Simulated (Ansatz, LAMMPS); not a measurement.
# What went wrong? amorphous Cd12Hg24S36 (72 atoms)

Program: Ansatz 0.2.0. The cell: 12 Cd, 24 Hg and 36 S.

input.yaml reads:

```yaml
crystal:
  lattice:
    - [12.3485, 0.0, 0.0]
    - [0.0, 12.3485, 0.0]
    - [0.0, 0.0, 12.3485]
  atoms:
    - { symbol: Cd, position: [0.37391, 0.60422, 0.33647] }
    - { symbol: Cd, position: [0.36654, 0.08559, 0.17841] }
    - { symbol: Cd, position: [0.63692, 0.29133, 0.24135] }
    - { symbol: Cd, position: [0.87785, 0.62371, 0.68343] }
    - { symbol: Cd, position: [0.14914, 0.01738, 0.94969] }
    - { symbol: Cd, position: [0.09954, 0.60853, 0.188] }
    - { symbol: Cd, position: [0.53755, 0.78205, 0.77348] }
    - { symbol: Cd, position: [0.38595, 0.8496, 0.45434] }
    - { symbol: Cd, position: [0.91609, 0.85049, 0.03868] }
    - { symbol: Cd, position: [0.80346, 0.54779, 0.02505] }
    - { symbol: Cd, position: [0.81035, 0.16349, 0.01316] }
    - { symbol: Cd, position: [0.91455, 0.10792, 0.30501] }
    - { symbol: Hg, position: [0.16784, 0.44857, 0.68218] }
    - { symbol: Hg, position: [0.41543, 0.56746, 0.93359] }
    - { symbol: Hg, position: [0.11424, 0.63329, 0.91764] }
    - { symbol: Hg, position: [0.91502, 0.32918, 0.53887] }
    - { symbol: Hg, position: [0.9672, 0.0675, 0.73058] }
    - { symbol: Hg, position: [0.21944, 0.30605, 0.3633] }
    [... 48 atom lines left out ...]
    - { symbol: S, position: [0.71746, 0.83798, 0.98111] }
    - { symbol: S, position: [0.6212, 0.61784, 0.90083] }
    - { symbol: S, position: [0.6995, 0.90757, 0.46389] }
    - { symbol: S, position: [0.79666, 0.35712, 0.12361] }
    - { symbol: S, position: [0.89895, 0.83099, 0.70445] }
    - { symbol: S, position: [0.07361, 0.45769, 0.3268] }
kpoints:
  mp_grid: { grid: [1, 1, 1] }
hamiltonian:
  xc: pbe
scf:
  occupations: { method: gaussian, width: 0.025 }
  max_iter: 50
output:
  forces: true
magnetization:
  spin_polarized: [1, 2]
```

Launch:

```console
$ ansatz run input.yaml --threads 8 --pin off --max-ram 15872MiB --backend cpu --events-out ev --progress --plain --runs-dir out
```

The program printed:

```text
Error: YAML parse error: error: line 89 column 19: expected string scalar
  --> <input>:89:19
   |
87 |   forces: true
88 | magnetization:
89 |   spin_polarized: [1, 2]
   |                   ^ expected string scalar
```

Elapsed: 0.02 s, on 8 threads of Arm Neoverse V1, shared host; peak memory 0.022 GiB.

Q: Name the fault and the fix.

A value that the key doesn't take: magnetization.spin_polarized = [1, 2].

The fix is to take out magnetization.spin_polarized.

The program refused it before any cycle.

[Logs are printed without paths, hosts, clocks, repeated set-up lines and the standing remarks that a program may print on its own settings, such as how far it seeks lower states.]

[Hosts, paths, dates, database ids (printed as entryN), source tags and the programs' standing remarks are cut or masked in the printed files.]
